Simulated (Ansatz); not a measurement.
# ScBi2S4F, from a guessed structure to a relaxed one

This structure for ScBi2S4F is made up. Its elements were placed in a known structure type with a cell scaled to their sizes. What cell does the guess relax to, and how far off was it?

Program: Ansatz 0.2.0. Level of theory: DFT, PBEsol, plane-wave PAW, files of the set soft_1, scalar-relativistic, no spin, cell and ions relaxed at zero pressure; PAW set soft_1, in the first sound run; inputs show where later runs differ. Results are calculated unless marked as measured.

**1. Set-up**

It takes space group P4/mmm (No. 123, tetragonal). Conventional cell: a = 4.070 Å, b = 4.070 Å, c = 9.827 Å, α = 90.00°, β = 90.00°, γ = 90.00°. Bi has 4 S at 2.34 Å nearest. Nearest to Sc lie 8 S at 2.49 Å. S has 2 Bi at 2.34 Å and 2 Sc at 2.49 Å nearest. F has 8 Bi at 3.69 Å nearest. Farther neighbours and most contacts between anions are not listed.

Structure file:

```cif
data_structure
_symmetry_space_group_name_H-M 'P 1'
_symmetry_Int_Tables_number 1
_cell_length_a 4.0700
_cell_length_b 4.0700
_cell_length_c 9.8270
_cell_angle_alpha 90.000
_cell_angle_beta 90.000
_cell_angle_gamma 90.000
_cell_volume 162.78
loop_
_atom_site_label
_atom_site_type_symbol
_atom_site_fract_x
_atom_site_fract_y
_atom_site_fract_z
_atom_site_occupancy
Bi1 Bi 0.50000 0.50000 0.26470 1
Bi2 Bi 0.50000 0.50000 0.73530 1
Sc3 Sc 0.00000 0.00000 0.00000 1
S4 S 0.00000 0.50000 0.14630 1
S5 S 0.50000 0.00000 0.14630 1
S6 S 0.00000 0.50000 0.85370 1
S7 S 0.50000 0.00000 0.85370 1
F8 F 0.00000 0.00000 0.50000 1
```

**2. Relaxation of the guess**

The guessed cell has no reason to be at equilibrium. It is relaxed with the atoms, within the space group of the guess.

File input.yaml:

```yaml
crystal:
  lattice:
    - [4.07, 0.0, 0.0]
    - [0.0, 4.07, 0.0]
    - [0.0, 0.0, 9.827]
  atoms:
    - { symbol: Bi, position: [0.5, 0.5, 0.2647] }
    - { symbol: Bi, position: [0.5, 0.5, 0.7353] }
    - { symbol: Sc, position: [0.0, 0.0, 0.0] }
    - { symbol: S, position: [0.0, 0.5, 0.1463] }
    - { symbol: S, position: [0.5, 0.0, 0.1463] }
    - { symbol: S, position: [0.0, 0.5, 0.8537] }
    - { symbol: S, position: [0.5, 0.0, 0.8537] }
    - { symbol: F, position: [0.0, 0.0, 0.5] }
kpoints:
  mp_grid: { grid: [7, 7, 3] }
scf:
  occupations: { method: fermi_dirac, width: 0.05 }
hamiltonian:
  xc: pbesol
  pseudopotentials: { kind: paw, azcp: { folder: soft_1 }, xc_functional: pbe }
relax:
  f_tol: 0.015
  max_steps: 70
  cell: {}
output:
  forces: true
  stress: true
```

Command:

```console
ansatz run input.yaml --threads 4 --pin off --max-ram 10240MiB --backend cpu --events-out ev --progress --plain --runs-dir out
```

Numbers of over 12 decimals in the logs are rounded to 6 here.

Log:

```text
Engine: ansatz 0.2.0, aarch64-unknown-linux-gnu
Pseudopotentials: kind: paw
Pseudopotential: Bi, paw, valence charge 15, recommended cutoff 420 eV (normal), soft_1/Bi.paw.azcp
Pseudopotential: Sc, paw, valence charge 11, recommended cutoff 420 eV (normal), soft_1/Sc.paw.azcp
Pseudopotential: S, paw, valence charge 6, recommended cutoff 420 eV (normal), soft_1/S.paw.azcp
Pseudopotential: F, paw, valence charge 7, recommended cutoff 420 eV (normal), soft_1/F.paw.azcp
Functional definition: PBEsol
  exchange = pbesol_x
  correlation = pbesol_c
Crystal: 8 atoms, lattice volume = 162.783 Å³
Basis set: ecut = 420 eV, 3209 PW (Γ), exchange–correlation on 60×60×144 points (8 copies of the dense FFT grid, shifted against one another)
Bands: 44, of which v1, the nominal top of the filled ones, is band 36 counted from 1 (35 counted from 0)
Symmetry: 16 space group operations
Space group: P4/mmm (ITA 123), of the structure as read, at distance tolerance 5.5e-5 Å
k-points: 20 of 147
Non-local potential: Bi, projectors of the file, l = 0: 2, l = 1: 2, l = 2: 2, l = 3: 1
Non-local potential: Sc, projectors of the file, l = 0: 3, l = 1: 2, l = 2: 3, l = 3: 1
Non-local potential: S, projectors of the file, l = 0: 2, l = 1: 2, l = 2: 1
Non-local potential: F, projectors of the file, l = 0: 2, l = 1: 2, l = 2: 1
PAW form: soft (Blöchl's): semilocal exchange-correlation on the pseudo side does not see the compensation charge
PAW frozen core: Bi, regenerated for the run's functional, and the local potential with it (the file was generated under x = pbe(κ = 0.804, μ = 0.219515), c = pbe(β = 0.066725))
PAW frozen core: Sc, regenerated for the run's functional, and the local potential with it (the file was generated under x = pbe(κ = 0.804, μ = 0.219515), c = pbe(β = 0.066725))
PAW frozen core: S, regenerated for the run's functional, and the local potential with it (the file was generated under x = pbe(κ = 0.804, μ = 0.219515), c = pbe(β = 0.066725))
PAW frozen core: F, regenerated for the run's functional, and the local potential with it (the file was generated under x = pbe(κ = 0.804, μ = 0.219515), c = pbe(β = 0.066725))
PAW one-centre angular grid: Bi, 590 points (default); XC on 64 Gauss nodes
PAW one-centre angular grid: Sc, 590 points (default); XC on 64 Gauss nodes
PAW one-centre angular grid: S, 110 points (default); XC on 64 Gauss nodes
PAW one-centre angular grid: F, 110 points (default); XC on 64 Gauss nodes
Initial density: superposition of atomic densities (chi_scale 0.1, normalization cell), built separately for each of the 2 bonded fragments (scf.initial_density.interfragment_charge_transfer: auto; true builds it for the cell as a whole; a typed value also counts as a typed key of the start: scf.initial_density.chi_scale says what that changes, if anything)
Initial wavefunctions: pseudopotential atomic-orbital guess
Functional: x = pbesol(κ = 0.804, μ = 0.123457), c = pbesol(β = 0.046)
SCF iter   1: F=—  HF=-30942.371055 eV  |F-HF|=—  |Δ(HF+E_count)|=         —  Δρ=7.50e-2  dr2=1.84e1  ethr=3.10e-3  ⟨swp⟩=8.2  Hψ=4388  notcnv=0  defer=3
preconditioner: auto → LDOS  [metal: Δε(μ)=0.095 eV  Ē_g=14.102 eV  σ=0.050 eV  W_gap=0.44  n_scr=38 (ndim 8)  ℏωp=23.3 eV  f_vac=0.063  D(μ)=2.66/eV (n_scr^D=16)  β→1.0]
SCF iter   2: F=—  HF=-30969.421444 eV  |F-HF|=—  |Δ(HF+E_count)|=    2.71e1  Δρ=3.77e-1  dr2=4.50e2  ethr=3.10e-3  ⟨swp⟩=5.7  Hψ=2480  notcnv=0  defer=22  recentre
SCF iter   3: F=—  HF=-30940.233588 eV  |F-HF|=—  |Δ(HF+E_count)|=    2.92e1  Δρ=5.30e-2  dr2=8.41e0  ethr=3.10e-3  ⟨swp⟩=4.0  Hψ=2683  notcnv=0  defer=15
SCF iter   4: F=—  HF=-30938.566812 eV  |F-HF|=—  |Δ(HF+E_count)|=    1.67e0  Δρ=2.57e-2  dr2=2.15e0  ethr=3.10e-3  ⟨swp⟩=3.1  Hψ=1548  notcnv=0  defer=31
SCF iter   5: F=—  HF=-30938.039728 eV  |F-HF|=—  |Δ(HF+E_count)|=   5.27e-1  Δρ=1.06e-2  dr2=4.58e-1  ethr=2.99e-3  ⟨swp⟩=3.0  Hψ=1360  notcnv=0  defer=32
SCF iter   6: F=—  HF=-30937.975940 eV  |F-HF|=—  |Δ(HF+E_count)|=   6.38e-2  Δρ=5.66e-3  dr2=1.65e-1  ethr=6.36e-4  ⟨swp⟩=2.2  Hψ=1185  notcnv=0  defer=37
SCF iter   7: F=—  HF=-30937.956574 eV  |F-HF|=—  |Δ(HF+E_count)|=   1.94e-2  Δρ=4.05e-3  dr2=7.20e-2  ethr=2.30e-4  ⟨swp⟩=3.0  Hψ=1131  notcnv=0  defer=37
SCF iter   8: F=—  HF=-30937.947915 eV  |F-HF|=—  |Δ(HF+E_count)|=   8.66e-3  Δρ=2.19e-3  dr2=2.22e-2  ethr=1.00e-4  ⟨swp⟩=1.5  Hψ=864  notcnv=0  defer=37
SCF iter   9: F=—  HF=-30937.944112 eV  |F-HF|=—  |Δ(HF+E_count)|=   3.80e-3  Δρ=4.09e-4  dr2=1.19e-3  ethr=3.08e-5  ⟨swp⟩=1.9  Hψ=1136  notcnv=0  defer=36
SCF iter  10: F=—  HF=-30937.943895 eV  |F-HF|=—  |Δ(HF+E_count)|=   2.17e-4  Δρ=8.81e-5  dr2=2.70e-5  ethr=1.66e-6  ⟨swp⟩=2.0  Hψ=1163  notcnv=0  defer=36
SCF iter  11: F=—  HF=-30937.943866 eV  |F-HF|=—  |Δ(HF+E_count)|=   2.86e-5  Δρ=1.35e-5  dr2=4.90e-7  ethr=3.74e-8  ⟨swp⟩=2.6  Hψ=1732  notcnv=0  defer=36
SCF iter  12: F=-30937.943866 eV  HF=-30937.943866 eV  |F-HF|=5.82e-8  |Δ(HF+E_count)|=   3.30e-8  Δρ=3.66e-6  dr2=6.83e-8  ethr=1.39e-10  ⟨swp⟩=6.0  Hψ=3712  notcnv=0
SCF 1 converged in 12 iterations: F = -30937.943866 eV  dr2 = 6.83e-8
  greatest PAW one-centre occupation: 0.998 electrons in one spin orbital (limit 2), on the Sc atom at site 2 (counted from 0), in its partial waves of l = 0
relax step   1: F+E_penalty+E_count = -30937.94386637 eV  Δ(F+E_penalty+E_count) = +0.000e0 eV  max|allowed force component| = 8.878e0 eV/Å  Δτ_max = 0.0000 Å  P = +35.554 GPa  Ω = 162.783 Å³  (12 SCF iters, dr2 threshold 1.00e-7 eV, accepted)
Crystal: 8 atoms, lattice volume = 177.625 Å³
Basis set: ecut = 420 eV, 3405 PW (Γ), exchange–correlation on 60×60×144 points (8 copies of the dense FFT grid, shifted against one another)
Initial density: handed on by an earlier stage of this run
Initial wavefunctions: those handed on with the density
iter 1 solved again at ethr=2.36e-3 eV; its pass at ethr=3.10e-3 eV (dr2=1.70e0 eV) is discarded
SCF iter   1: F=—  HF=-30942.811663 eV  |F-HF|=—  |Δ(HF+E_count)|=         —  Δρ=1.83e-2  dr2=1.73e0  ethr=2.36e-3  ⟨swp⟩=1.1  Hψ=4892  notcnv=0
preconditioner: auto → LDOS  [insulator: Δε(μ)=0.221 eV  Ē_g=8.379 eV  σ=0.050 eV  W_gap=0.55  n_scr=38 (ndim 8)  ℏωp=18.1 eV  f_vac=0.081  D(μ)=1.73/eV (n_scr^D=4)  ε∞_Penn≈5.6  β→1.0]
SCF iter   2: F=—  HF=-30944.008957 eV  |F-HF|=—  |Δ(HF+E_count)|=    1.20e0  Δρ=8.60e-2  dr2=2.98e1  ethr=2.36e-3  ⟨swp⟩=4.3  Hψ=2838  notcnv=0  defer=26  recentre
SCF iter   3: F=—  HF=-30942.653288 eV  |F-HF|=—  |Δ(HF+E_count)|=    1.36e0  Δρ=1.14e-2  dr2=5.53e-1  ethr=2.36e-3  ⟨swp⟩=4.3  Hψ=1966  notcnv=0  defer=21
[...]
SCF iter   6: F=—  HF=-30943.885600 eV  |F-HF|=—  |Δ(HF+E_count)|=   4.72e-5  Δρ=5.96e-4  dr2=5.75e-4  ethr=9.52e-7  ⟨swp⟩=2.4  Hψ=1614  notcnv=0  defer=27
SCF iter   7: F=—  HF=-30943.885504 eV  |F-HF|=—  |Δ(HF+E_count)|=   9.58e-5  Δρ=1.31e-4  dr2=6.59e-5  ethr=7.99e-7  ⟨swp⟩=2.0  Hψ=1283  notcnv=0  defer=27
SCF iter   8: F=—  HF=-30943.885490 eV  |F-HF|=—  |Δ(HF+E_count)|=   1.50e-5  Δρ=4.05e-5  dr2=4.08e-6  ethr=9.15e-8  ⟨swp⟩=2.0  Hψ=1139  notcnv=0  defer=27
SCF iter   9: F=-30943.885490 eV  HF=-30943.885490 eV  |F-HF|=3.43e-7  |Δ(HF+E_count)|=   8.32e-7  Δρ=1.13e-5  dr2=4.69e-7  ethr=1.11e-9  ⟨swp⟩=5.2  Hψ=3400  notcnv=0
SCF 3 converged in 9 iterations: F = -30943.885490 eV  dr2 = 4.69e-7
relax step   3: F+E_penalty+E_count = -30943.88549000 eV  Δ(F+E_penalty+E_count) = -1.318e0 eV  max|allowed force component| = 9.478e-1 eV/Å  Δτ_max = 0.1946 Å  P = +4.377 GPa  Ω = 183.296 Å³  energy of the carried Pulay correction = -8.420e-3 eV  (9 SCF iters, dr2 threshold 8.00e-7 eV, accepted)
[... from here on, the SCF cycles and remarks between the steps are left out ...]
relax step   4: F+E_penalty+E_count = -30944.21306871 eV  Δ(F+E_penalty+E_count) = -3.276e-1 eV  max|allowed force component| = 4.035e-1 eV/Å  Δτ_max = 0.0899 Å  P = +0.950 GPa  Ω = 185.261 Å³  energy of the carried Pulay correction = -9.174e-3 eV  (9 SCF iters, dr2 threshold 8.00e-7 eV, accepted)
relax step   5: F+E_penalty+E_count = -30944.21240262 eV  Δ(F+E_penalty+E_count) = +6.661e-4 eV  max|allowed force component| = 4.247e-1 eV/Å  Δτ_max = 0.0949 Å  P = +0.526 GPa  Ω = 182.748 Å³  energy of the carried Pulay correction = -8.208e-3 eV  (8 SCF iters, dr2 threshold 8.00e-7 eV, rejected (line search))
relax step   6: F+E_penalty+E_count = -30944.23143532 eV  Δ(F+E_penalty+E_count) = -1.837e-2 eV  max|allowed force component| = 1.379e-1 eV/Å  Δτ_max = 0.0436 Å  P = -0.430 GPa  Ω = 187.131 Å³  energy of the carried Pulay correction = -9.885e-3 eV  (11 SCF iters, accepted)
relax step   7: F+E_penalty+E_count = -30944.23577370 eV  Δ(F+E_penalty+E_count) = -4.338e-3 eV  max|allowed force component| = 2.073e-2 eV/Å  Δτ_max = 0.0060 Å  P = -0.014 GPa  Ω = 186.111 Å³  energy of the carried Pulay correction = -9.498e-3 eV  (6 SCF iters, dr2 threshold 8.00e-7 eV, accepted)
relax step   8: F+E_penalty+E_count = -30944.23587855 eV  Δ(F+E_penalty+E_count) = -1.049e-4 eV  max|allowed force component| = 3.361e-4 eV/Å  Δτ_max = 0.0020 Å  P = -0.005 GPa  Ω = 185.986 Å³  energy of the carried Pulay correction = -9.451e-3 eV  (6 SCF iters, dr2 threshold 2.69e-8 eV, accepted)
relax step   9: F+E_penalty+E_count = -30944.27453031 eV  Δ(F+E_penalty+E_count) = -3.865e-2 eV  max|allowed force component| = 1.016e-3 eV/Å  Δτ_max = 0.0000 Å  P = +0.287 GPa  Ω = 185.986 Å³  stress off target by 4.06e-1 GPa  SCF on the basis re-selected at this cell (its energy is not comparable with the rows above)  (9 SCF iters)
relax step  10: F+E_penalty+E_count = -30944.27548561 eV  Δ(F+E_penalty+E_count) = -9.553e-4 eV  max|allowed force component| = 1.631e-3 eV/Å  Δτ_max = 0.0026 Å  P = -0.002 GPa  Ω = 186.802 Å³  energy of the carried Pulay correction = -2.739e-4 eV  (6 SCF iters, dr2 threshold 4.13e-7 eV, accepted)
iter 1 solved again at ethr=5.22e-7 eV; its pass at ethr=3.10e-3 eV (dr2=3.76e-4 eV) is discarded
SCF iter   1: F=—  HF=-30944.275610 eV  |F-HF|=—  |Δ(HF+E_count)|=         —  Δρ=3.73e-5  dr2=3.28e-7  ethr=5.22e-7  ⟨swp⟩=4.3  Hψ=6477  notcnv=0
eigensolver tolerance schedule: the retry pair's looser diagonalisation over-reported the residual by 1144.32 of it (diagonalisation noise at 0.24 of the residual, at the tolerance the schedule requests for it); recorded, not acted on — ethr = c·dr2/N_el stays at c = 1.0e-1
preconditioner: auto → LDOS  [insulator: Δε(μ)=0.197 eV  Ē_g=7.627 eV  σ=0.050 eV  W_gap=0.70  n_scr=38 (ndim 8)  ℏωp=17.6 eV  f_vac=0.036  D(μ)=0.64/eV (n_scr^D=2)  ε∞_Penn≈6.3  β→1.0]
SCF iter   2: F=—  HF=-30944.275778 eV  |F-HF|=—  |Δ(HF+E_count)|=   1.68e-4  Δρ=1.81e-5  dr2=1.01e-6  ethr=4.56e-10  ⟨swp⟩=3.0  Hψ=1840  notcnv=0
SCF iter   3: F=—  HF=-30944.275778 eV  |F-HF|=—  |Δ(HF+E_count)|=   2.12e-7  Δρ=6.15e-6  dr2=1.11e-7  ethr=4.56e-10  ⟨swp⟩=2.0  Hψ=1606  notcnv=0
SCF iter   4: F=—  HF=-30944.275778 eV  |F-HF|=—  |Δ(HF+E_count)|=   2.20e-8  Δρ=2.51e-6  dr2=1.35e-8  ethr=1.54e-10  ⟨swp⟩=2.0  Hψ=1303  notcnv=0
SCF iter   5: F=—  HF=-30944.275778 eV  |F-HF|=—  |Δ(HF+E_count)|=   2.00e-9  Δρ=8.89e-7  dr2=1.97e-9  ethr=1.87e-11  ⟨swp⟩=2.0  Hψ=1315  notcnv=0
SCF iter   6: F=-30944.275778 eV  HF=-30944.275778 eV  |F-HF|=1.82e-11  |Δ(HF+E_count)|=  2.91e-10  Δρ=1.80e-7  dr2=5.42e-11  ethr=1.00e-12  ⟨swp⟩=4.0  Hψ=3617  notcnv=0
SCF 11 converged in 6 iterations: F = -30944.275778 eV  dr2 = 5.42e-11
relax step  11: F+E_penalty+E_count = -30944.27577815 eV  Δ(F+E_penalty+E_count) = -2.925e-4 eV  max|allowed force component| = 1.621e-3 eV/Å  Δτ_max = 0.0000 Å  P = -0.002 GPa  Ω = 186.802 Å³  stress off target by 2.75e-3 GPa  SCF on the basis re-selected at this cell (its energy is not comparable with the rows above)  (6 SCF iters)
basis re-selected at this cell: Δ(F+E_penalty+E_count) = -2.925e-4 eV, ΔP = +0.000 GPa vs the last step (what re-selecting the basis moved, of the pressure what is left beyond the Pulay correction that the steps carried, after the strain that the cell walked since its last selection, with what the two solves' SCF thresholds leave and, on support functions, any second-order correction that the steps lacked; it is no m [...]
SCF converged after 6 iterations
Free energy (F): -30944.275778 eV
Harris-Foulkes:  -30944.275778 eV  (|F-HF|=1.82e-11)
Internal energy: -30944.270004 eV  (E = F + TS)
E sigma→0 (E₀):  -30944.272891 eV
Entropy (-TS):   -0.005774 eV (-0.722 meV/atom)
Fermi energy:    7.110875 eV
--- Per-component energies (eV) ---
  E_band       = -483.971299
  E_kinetic    = 1330.131246
  E_local      = -4946.925221  (includes V_loc(G=0)·N_el)
  E_nonlocal   = 1190.851960
  E_hartree    = 1803.382011
  E_xc         = -815.058365
  E_vxc        = -796.358253  (∫ρ·V_xc dr)
  E_paw        = -24548.778721  (= ΣΔE_a)
  E_vpaw       = -868.436155  (= ΣTr[D̂ρ^β])
  E_aug_tail   = 0.001143  (compensation charges beyond the density's cutoff)
  E_ewald      = -4958.472911
  E_core_change = 0.598854  (= ΣΔE_core)
  E_smearing   = -0.005774  (= −TS)
  E_closure    = 0.000000  (closes the sum)
  Σ components = -30944.275778   (vs F -30944.275778, Δ=0.00e0)
--- Forces (eV/Å), atoms counted from 1 ---
  atom   1  Bi    -0.00000000     0.00000000    -0.00162082
  atom   2  Bi     0.00000000     0.00000000     0.00162082
  atom   3  Sc    -0.00000000    -0.00000000     0.00000000
  atom   4  S      0.00000000     0.00000000    -0.00103469
  atom   5  S     -0.00000000     0.00000000    -0.00103469
  atom   6  S     -0.00000000     0.00000000     0.00103469
  atom   7  S      0.00000000     0.00000000     0.00103469
  atom   8  F      0.00000000     0.00000000     0.00000000
  max |Σ_I F_I| component: 2.22e-16 eV/Å
--- Stress (GPa, compression-positive) ---
       -0.001022       0.000000      -0.000000
        0.000000      -0.001022      -0.000000
       -0.000000      -0.000000      -0.002752
  P = ⅓ Tr σ = -0.0016 GPa (-0.016 kbar)
--- Relaxed structure (9 steps of the walk, 8 accepted, 2 SCFs on fresh bases) ---
  F+E_penalty+E_count = -30944.27577815 eV   max|allowed force component| = 1.621e-3 eV/Å   (the final SCF, on the basis selected at the relaxed cell)
  cell:  # Å, volume = 186.8020 Å³
    - [4.485805, 0, 0.0]
    - [0, 4.485805, 0.0]
    - [0.0, 0.0, 9.283262]
  atoms:
    - { symbol: Bi, position: [0.500000, 0.500000, 0.317573] }
    - { symbol: Bi, position: [0.500000, 0.500000, 0.682427] }
    - { symbol: Sc, position: [0, 0, 4.413156293825193e-19] }
    - { symbol: S, position: [0, 0.500000, 0.165209] }
    - { symbol: S, position: [0.500000, 0, 0.165209] }
    - { symbol: S, position: [0, 0.500000, 0.834791] }
    - { symbol: S, position: [0.500000, 0, 0.834791] }
    - { symbol: F, position: [0, 0, 0.5] }
```

Run time: 24 s. Hardware: 4 threads of Arm Neoverse V2, shared host; peak memory 0.6 GiB.

Relaxation path:

| step | energy less that of the first step (eV) | largest force component (eV/Å) | pressure (GPa) | volume (Å³) |
| --- | --- | --- | --- | --- |
| 1 | 0.0000 | 8.8779 | 35.55 | 162.78 |
| 2 | -4.6233 | 2.8933 | 13.37 | 177.63 |
| 3 | -5.9416 | 0.9478 | 4.38 | 183.30 |
| 4 | -6.2692 | 0.4035 | 0.95 | 185.26 |
| 5 | -6.2685 | 0.4247 | 0.53 | 182.75 |
| 6 | -6.2876 | 0.1379 | -0.43 | 187.13 |
| 7 | -6.2919 | 0.0207 | -0.01 | 186.11 |
| 8 | -6.2920 | 0.0003 | 0.00 | 185.99 |
| 9* | -6.3307 | 0.0010 | 0.29 | 185.99 |
| 10 | -6.3316 | 0.0016 | 0.00 | 186.80 |
| 11* | -6.3319 | 0.0016 | 0.00 | 186.80 |

Relaxation steps marked * repeat the geometry before them on a plane-wave basis chosen anew for their cell, so energy and pressure can jump there. Relaxation step 5 was tried and not accepted.

The run keeps the 16 symmetry operations that it works with, so distortions that break them were not tested.

| conventional cell, symmetrised | before | after | change |
| --- | --- | --- | --- |
| a (Å) | 4.070 | 4.486 | +10.2 % |
| b (Å) | 4.070 | 4.486 | +10.2 % |
| c (Å) | 9.827 | 9.283 | -5.5 % |
| volume (Å³/atom) | 20.35 | 23.35 | +14.8 % |

The atoms that moved most (Å, as changes of fractional coordinates times the final cell):

| atom | dx | dy | dz | length |
| --- | --- | --- | --- | --- |
| Bi2 | 0.000 | 0.000 | -0.491 | 0.491 |
| Bi1 | 0.000 | 0.000 | 0.491 | 0.491 |
| S4 | 0.000 | 0.000 | 0.176 | 0.176 |
| S5 | 0.000 | 0.000 | 0.176 | 0.176 |
| S7 | 0.000 | 0.000 | -0.176 | 0.176 |
| S6 | 0.000 | 0.000 | -0.176 | 0.176 |

This step gave:

* free energy: -30944.2758 eV
* energy at zero smearing: -30944.2729 eV
* smearing term TS: 0.005774 eV
* Fermi energy: 7.111 eV
* electrons: 72
* symmetry operations: 16
* pressure: -0.001599 GPa

The shortest distance of each pair, which need not be the same contact before and after:

| pair | guess (Å) | relaxed (Å) |
| --- | --- | --- |
| Bi–S | 2.344 | 2.652 |
| S–Sc | 2.492 | 2.717 |
| S–S | 2.875 | 3.067 |
| Bi–Bi | 4.070 | 3.387 |
| Bi–F | 3.692 | 3.596 |

The relaxation ends with a largest force component of 0.0016 eV/Å and a pressure of 0.00 GPa.

[end of part 1 of 2]

[Logs are printed without paths, hosts, clocks, repeated set-up lines and the standing remarks that a program may print on its own settings, such as how far it seeks lower states.]

[Hosts, paths, dates, database ids (printed as entryN), source tags and the programs' standing remarks are cut or masked in the printed files.]
